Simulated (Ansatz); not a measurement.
An input for Ansatz 0.2.0 (PtS2/PtS2 (1T bilayer)):

```yaml
crystal:
  lattice:
    - [3.5482051191, 0.0, 0.0]
    - [-1.7741025596, 3.072835771, 0.0]
    - [0.0, 0.0, 38.4]
  atoms:
    - { symbol: Pt, position: [0.0, 0.0, 0.4332705896] }
    - { symbol: S, position: [0.3333333333, 0.6666666667, 0.4651733962] }
    - { symbol: S, position: [0.6666666667, 0.3333333333, 0.4009256785] }
    - { symbol: Pt, position: [0.3333333333, 0.6666666667, 0.5667712409] }
    - { symbol: S, position: [0.0, 0.0, 0.5990743215] }
    - { symbol: S, position: [0.6666666667, 0.3333333333, 0.53471209] }
  periodic: [true, true, false]
kpoints:
  mp_grid: { grid: [6, 6, 1] }
hamiltonian:
  xc: pbe
  pseudopotentials: { kind: paw, azcp: { folder: soft_1 } }
scf:
  occupations: { method: fixed }
  convergence: { dr2_threshold: 1.0e-10 }
gw:
  n_empty_bands: 617
  ecut_chi: 75.0
  qp_bands: [v2, c2]
  qp_kpoints: band_edges
  screening: { model: contour_deformation }
```

```sh
ansatz run input.yaml --threads 4 --pin off --max-ram 17510MiB --backend cpu --events-out ev --progress --plain --runs-dir out
```

Q: Estimate wall time and host memory on 4 threads of Arm Neoverse V2, shared host.

It took 10 min; on shared hardware allow 5 min to 20 min. Peak host memory was 7.4 GiB. The sizes that set the cost: 8067 plane waves a state, 7 irreducible k points, 647 bands summed, 673 plane waves in the screening and 16 SCF cycles.

The screening grows as filled bands × empty bands × pairs of k points, times the square of the screening basis for the matrix.

[Paths, hosts, dates, memory and timing lines, banners, echoed tables and standing remarks are left out of the program output.]

[Logs are printed without paths, hosts, clocks, repeated set-up lines and the standing remarks that a program may print on its own settings, such as how far it seeks lower states.]

[Runs of the session that timed out or met a known fault of the program may be left out.]

[Cells called generated may have been cut or substituted from an entry of the Crystallography Open Database or the Materials Project.]

[Hosts, paths, dates, database ids (printed as entryN), source tags and the programs' standing remarks are cut or masked in the printed files.]
